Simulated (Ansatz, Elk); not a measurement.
# How far do independent atoms describe MoH2?

Structure refinements treat a crystal as free atoms side by side. For a made-up structure of MoH2 (cell and positions from a r2SCAN relaxation) the runs below show what the calculated density changes in F(hkl).

Calculated with Elk 11.2.3 (patched build); DFT, PBE, all-electron APW+lo, Dirac cores, scalar-relativistic bands, static density, no spin.

The structure was built from a prototype and need not be the compound's stable phase.

## (1) Set-up

The structure is cubic, space group Fm-3m (No. 225). The conventional cell has a = 4.396 Å, b = 4.396 Å, c = 4.396 Å, α = 90.00°, β = 90.00°, γ = 90.00°. Mo has 8 H at 1.90 Å nearest. Nearest to H lie 4 Mo at 1.90 Å. Farther neighbours are not listed.

## (2) Ground state and structure factors

An all-electron density is needed, since X-rays see the cores too. Task 0 finds the density and task 195 Fourier-transforms it; tshift is off so that phases refer to the origin typed.

The input, elk.in:

```
tasks
  0
  195

xctype
  20

spinpol
  .false.

rgkmax
  7.0

gmaxvr
  14.0

lmaxo
  7

lmaxapw
  8

swidth
  0.002

tshift
  .false.

ramdisk
  .false.

hmaxvr
  5.5

maxscl
  120

epspot
  1e-06

sppath
  './'

avec
  -0.00000000000 4.15369631216 4.15369631216
  4.15369631216 0.00000000000 4.15369631216
  4.15369631216 4.15369631216 0.00000000000

atoms
  2
  'Mo.in'
  1
  0.0000000000 -0.0000000000 -0.0000000000   0.000000 0.000000 0.000000
  'H.in'
  2
  0.2500000000 0.2500000000 0.2500000000   0.000000 0.000000 0.000000
  0.7500000000 0.7500000000 0.7500000000   0.000000 0.000000 0.000000

ngridk
  9 9 9
```

Command:

```bash
$ OMP_NUM_THREADS=4 elk
```

Numbers of over 12 decimals in the logs are rounded to 6 here.

Log:

```text
┌─────────────────────────┐
│ Elk code version 11.2.3 │
└─────────────────────────┘

All units are atomic (Hartree, Bohr, etc.)

┌─────────────────────────────────────────────────┐
│ Ground-state run starting from atomic densities │
└─────────────────────────────────────────────────┘

Lattice vectors :
  -0.000000000       4.153696312       4.153696312
   4.153696312       0.000000000       4.153696312
   4.153696312       4.153696312       0.000000000

Reciprocal lattice vectors :
 -0.7563366259      0.7563366259      0.7563366259
  0.7563366259     -0.7563366259      0.7563366259
  0.7563366259      0.7563366259     -0.7563366259

Unit cell volume      :    143.3290487
Brillouin zone volume :    1.730634618

Muffin-tin inner radius fraction :   0.1000000000E-01

Nuclei treated as point charges

Species : 1 (Mo)
 parameters loaded from : Mo.in
 name : molybdenum
 nuclear charge    :   -42.00000000
 electronic charge :    42.00000000
 atomic mass :    174887.9214
 muffin-tin radius :    2.305684242
 number of radial points in muffin-tin :   1193
 inner part over the whole radius :   0.9979395766E-02
 number on inner part of muffin-tin    :    846
 approximate nuclear radius :   0.8334154960E-04
 number of mesh points to nuclear radius :    423
 atomic positions (lattice), magnetic fields (Cartesian) :
  1 :   0.00000000  0.00000000  0.00000000    0.00000000  0.00000000  0.00000000

Species : 2 (H)
 parameters loaded from : H.in
 name : hydrogen
 nuclear charge    :   -1.000000000
 electronic charge :    1.000000000
 atomic mass :    1837.362221
 muffin-tin radius :    1.241522284
 number of radial points in muffin-tin :    393
 inner part over the whole radius :   0.9777095544E-02
 number on inner part of muffin-tin    :    257
 approximate nuclear radius :   0.2766748019E-04
 number of mesh points to nuclear radius :     78
 atomic positions (lattice), magnetic fields (Cartesian) :
  1 :   0.25000000  0.25000000  0.25000000    0.00000000  0.00000000  0.00000000
  2 :  -0.25000000 -0.25000000 -0.25000000    0.00000000  0.00000000  0.00000000

Total number of atoms per unit cell :    3
Total muffin-tin volume :    67.37560671
 ratio of muffin-tin to unit cell volume :   0.4700764242

Spin treatment :
 spin-unpolarised

Number of Bravais lattice symmetries :   48
Number of crystal symmetries         :   48
Crystal has inversion symmetry
Real symmetric eigensolver will be used

k-point grid :      9     9     9
k-point offset :    0.000000000       0.000000000       0.000000000
k-point set is reduced with full crystal symmetry group
Total number of k-points :       35

Muffin-tin radius times maximum |G+k| :    7.000000000
 using average radius
Maximum |G+k| for APW functions       :    4.385297400
Maximum (1/2)|G+k|²                   :    9.615416643
Maximum |G| for potential and density :    14.00000000
Constant for pseudocharge density :    8
 order of it for each species :   15  15
 order of it for pair densities of each species (exact exchange by exxq0 0: 16) :   15   4
Radial integration step length :    1

G-vector grid sizes :     27    27    27
Number of G-vectors :     6615

Maximum angular momentum used for
 APW functions            :    8
 outer part of muffin-tin :    7
 inner part of muffin-tin :    2

Total nuclear charge    :   -44.00000000
Total core charge       :    28.00000000
Total valence charge    :    16.00000000
Total excess charge     :    0.000000000
Total electronic charge :    44.00000000

Effective Wigner radius, rₛ :   0.9195972084

Number of empty states         :     12
Total number of valence states :     21
Total number of core states    :     28

Third-order local-orbitals added for an l without core states : T
Total number of local-orbitals :     34

Exchange-correlation functional :     20     0     0
 Perdew-Burke-Ernzerhof, Phys. Rev. Lett. 77, 3865 (1996)
 gradient requirement :    1
 generalised gradient approximation (GGA)

Smearing type :    3
 Fermi-Dirac
Smearing width :   0.2000000000E-02
[...]
correlation                 :     -2.271573
 electron entropic           :    -0.32589663575436E-03
 total energy                :     -4051.1558773568

Density of states at Fermi energy :    23.70411741
 (states/Hartree/unit cell)

Estimated indirect band gap :   0.5523551290E-03
 from k-point 29 to k-point 6
Estimated direct band gap   :   0.1053619942E-01
 at k-point 29

Charges :
 core                        :    28.00000000
 valence                     :    16.00000000
 interstitial                :    3.051593477
 muffin-tins (core leakage)
  species : 1 (Mo)
   atom 1                    :    39.21942182     (  0.3165718947E-05)
  species : 2 (H)
   atom 1                    :   0.8644923512     (   0.000000000    )
   atom 2                    :   0.8644923512     (   0.000000000    )
 total in muffin-tins        :    40.94840652
 total calculated charge     :    43.99972453
 total charge                :    44.00000000
 error                       :   0.2754736653E-03

RMS change in Kohn-Sham potential (target) :    77.46529251     (  0.1000000000E-05)
Absolute change in total energy (target)   :   0.1409512524     (  0.1000000000E-03)

[... loops 3 to 19 left out ...]

┌──────────────────┐
│ Loop number : 20 │
└──────────────────┘

Energies :
 Fermi                       :     0.457822
 sum of occupied eigenvalues :     -2404.1953471134
 electron kinetic            :      4199.5365803334
 core electron kinetic       :      4102.1286413957
 Coulomb                     :     -8125.6136146802
 Coulomb potential           :     -6441.2181924837
 nuclear-nuclear             :     -495.56907934708
 electron-nuclear            :     -8828.7245934578
 Hartree                     :      1198.6800581246
 Madelung                    :     -4905.0045184384
 xc potential                :     -162.51373496304
 exchange                    :     -122.39684717422
 correlation                 :     -2.275797
 electron entropic           :    -0.33925161300226E-03
 total energy                :     -4050.7500172863

Density of states at Fermi energy :    22.44140441
 (states/Hartree/unit cell)

Estimated indirect band gap :   0.5572615202E-02
 from k-point 15 to k-point 29
Estimated direct band gap   :   0.2446175106E-01
 at k-point 6

Charges :
 core                        :    28.00000000
 valence                     :    16.00000000
 interstitial                :    2.823940171
 muffin-tins (core leakage)
  species : 1 (Mo)
   atom 1                    :    39.66353775     (  0.2949079985E-05)
  species : 2 (H)
   atom 1                    :   0.7562610372     (   0.000000000    )
   atom 2                    :   0.7562610372     (   0.000000000    )
 total in muffin-tins        :    41.17605983
 total calculated charge     :    43.99974516
 total charge                :    44.00000000
 error                       :   0.2548409076E-03

RMS change in Kohn-Sham potential (target) :   0.3844160538E-06 (  0.1000000000E-05)
Absolute change in total energy (target)   :   0.3747054507E-06 (  0.1000000000E-03)

Convergence targets achieved

┌──────────────────┐
│ Loop number : 21 │
└──────────────────┘

Energies :
 Fermi                       :     0.457822
 sum of occupied eigenvalues :     -2404.1953471446
 electron kinetic            :      4199.5365803087
 core electron kinetic       :      4102.1286413746
 Coulomb                     :     -8125.6136146890
 Coulomb potential           :     -6441.2181924884
 nuclear-nuclear             :     -495.56907934708
 electron-nuclear            :     -8828.7245934708
 Hartree                     :      1198.6800581289
 Madelung                    :     -4905.0045184448
 xc potential                :     -162.51373496484
 exchange                    :     -122.39684717453
 correlation                 :     -2.275797
 electron entropic           :    -0.33925161313635E-03
 total energy                :     -4050.7500173201

Density of states at Fermi energy :    22.44140442
 (states/Hartree/unit cell)

Estimated indirect band gap :   0.5572615213E-02
 from k-point 15 to k-point 29
Estimated direct band gap   :   0.2446175106E-01
 at k-point 6

Charges :
 core                        :    28.00000000
 valence                     :    16.00000000
 interstitial                :    2.823940171
 muffin-tins (core leakage)
  species : 1 (Mo)
   atom 1                    :    39.66353775     (  0.2949080695E-05)
  species : 2 (H)
   atom 1                    :   0.7562610374     (   0.000000000    )
   atom 2                    :   0.7562610374     (   0.000000000    )
 total in muffin-tins        :    41.17605983
 total calculated charge     :    43.99974516
 total charge                :    44.00000000
 error                       :   0.2548409084E-03

┌──────────────────────────────┐
│ Self-consistent loop stopped │
└──────────────────────────────┘

Wrote STATE.OUT
```

Wall time 8.8 s (4 threads of Arm Neoverse V2, shared host); peak memory 0.16 GiB.

SFACRHO.OUT:

```text

h k l indices transformed by vhmat matrix:
   1.000000000       0.000000000       0.000000000    
   0.000000000       1.000000000       0.000000000    
   0.000000000       0.000000000       1.000000000    

      h      k      l  multipl.   |H|            Re(F)            Im(F)           |F|

      0      0      0      1   0.0000000       44.000000      0.96527809E-16   44.000000    
     -1      0      0      8   1.3100135       33.103030      0.31079533E-16   33.103030    
      0     -1     -1      6   1.5126733       30.595162     -0.30451316E-16   30.595162    
     -1      1      0     12   2.1392430       28.045759     -0.20020925E-16   28.045759    
     -1      1     -1     24   2.5084848       25.484749      0.62159066E-16   25.484749    
      0      0     -2      8   2.6200269       24.535172      0.14230116E-15   24.535172    
      2      2      0      6   3.0253465       23.350628      0.60671323E-16   23.350628    
     -2      1      0     24   3.2967949       21.915901     -0.77698833E-17   21.915901    
      1      2     -1     24   3.3824402       21.471709      0.20178400E-16   21.471709    
      3      1      0     24   3.7052776       20.596731     -0.10137270E-16   20.596731    
     -1      2      2     24   3.9300404       19.820237     -0.38849417E-16   19.820237    
     -3     -3     -3      8   3.9300404       19.715958      0.31079533E-16   19.715958    
     -2      0      2     12   4.2784861       18.798018      0.16378506E-16   18.798018    
     -1      2     -2     48   4.4745478       18.181576      0.38849417E-17   18.181576    
     -1     -1     -4     24   4.5380198       17.917090     -0.94482995E-16   17.917090    
      0     -3     -3      6   4.5380198       18.005525     -0.11737638E-15   18.005525    
     -3     -2      1     24   4.7834928       17.443562     -0.20400990E-16   17.443562    
      4      3      4     24   4.9596309       16.883670      -0.0000000       16.883670
```

Elk indexes on the primitive cell of elk.in and gives |H| = 4π sin θ/λ in inverse bohr. Below, one row stands for each form hkl of the conventional cell (m members, Friedel mates merged), F is for one primitive cell and the density is static (no thermal factor). Free-atom factors are Waasmaier and Kirfel's, and R is Σm||F|−|F'||/Σm|F|.

```
hkl   m  sin θ/λ (Å⁻¹)  abs F, DFT  neutral atoms   diff.
111   8          0.197      33.103         33.336  -0.233
200   6          0.228      30.595         30.977  -0.382
220  12          0.322      28.046         27.931  +0.114
311  24          0.377      25.485         25.373  +0.111
222   8          0.394      24.535         24.527  +0.009
400   6          0.455      23.351         23.129  +0.221
331  24          0.496      21.916         21.886  +0.030
420  24          0.509      21.472         21.443  +0.029
422  24          0.557      20.597         20.598  -0.001
511  24          0.591      19.820         19.805  +0.015
333   8          0.591      19.716         19.805  -0.089
440  12          0.643      18.798         18.864  -0.066
531  48          0.673      18.182         18.259  -0.077
442  24          0.682      17.917         18.034  -0.117
600   6          0.682      18.006         18.034  -0.029
620  24          0.719      17.444         17.475  -0.032
533  24          0.746      16.884         16.971  -0.087
622  24          0.754      16.718         16.785  -0.067
```

## (3) The highest occupied states alone

An energy window below the Fermi level keeps the highest occupied states, to see at which angles they scatter; shallow core shells can lie inside it and anion s states outside. No new self-consistency is needed.

Changes to elk.in since step 2:

```diff
@@ -1,3 +1,2 @@
 tasks
-  0
   195
@@ -40,2 +39,5 @@
 
+wsfac
+  0.016830 0.757820
+
 sppath
```

Command:

```bash
$ OMP_NUM_THREADS=4 elk
```

Log:

```text
┌─────────────────────────────────┐
│ Elk code version 11.2.3 started │
└─────────────────────────────────┘

Info(readinput): the functional depends on the density's gradient
 muffin-tin radial points multiplied by    2.00000
 (not where nrmtscf is given)

┌────────────────────┐
│ Current task : 195 │
└────────────────────┘
Info(checkmt): changed muffin-tin radius of species 1 (Mo) from   2.6000 to   2.3057
Info(checkmt): changed muffin-tin radius of species 2 (H) from   1.4000 to   1.2415

Info(sfacrho): density structure factors written to SFACRHO.OUT

 Energy window :   0.1683000000E-01  0.7578200000

┌──────────────────┐
│ Elk code stopped │
└──────────────────┘
```

It took 1.4 s on 4 threads; peak memory 0.16 GiB.

States within 12 eV below the Fermi level hold 8.00 electrons; any levels below the window count with the cores. Their amplitudes can exceed the total, where window and core parts have opposite phase:

```
hkl  sin θ/λ (Å⁻¹)  abs F, window  abs F, all
111          0.197          1.292      33.103
200          0.228          0.100      30.595
220          0.322          0.784      28.046
311          0.377          0.107      25.485
222          0.394          0.314      24.535
400          0.455          0.293      23.351
331          0.496          0.076      21.916
420          0.509          0.197      21.472
422          0.557          0.058      20.597
511          0.591          0.015      19.820
```

(Part 1 of 2 ends here.)

[Logs are printed without paths, hosts, clocks, repeated set-up lines and the standing remarks that a program may print on its own settings, such as how far it seeks lower states.]

[Hosts, paths, dates, database ids (printed as entryN), source tags and the programs' standing remarks are cut or masked in the printed files.]
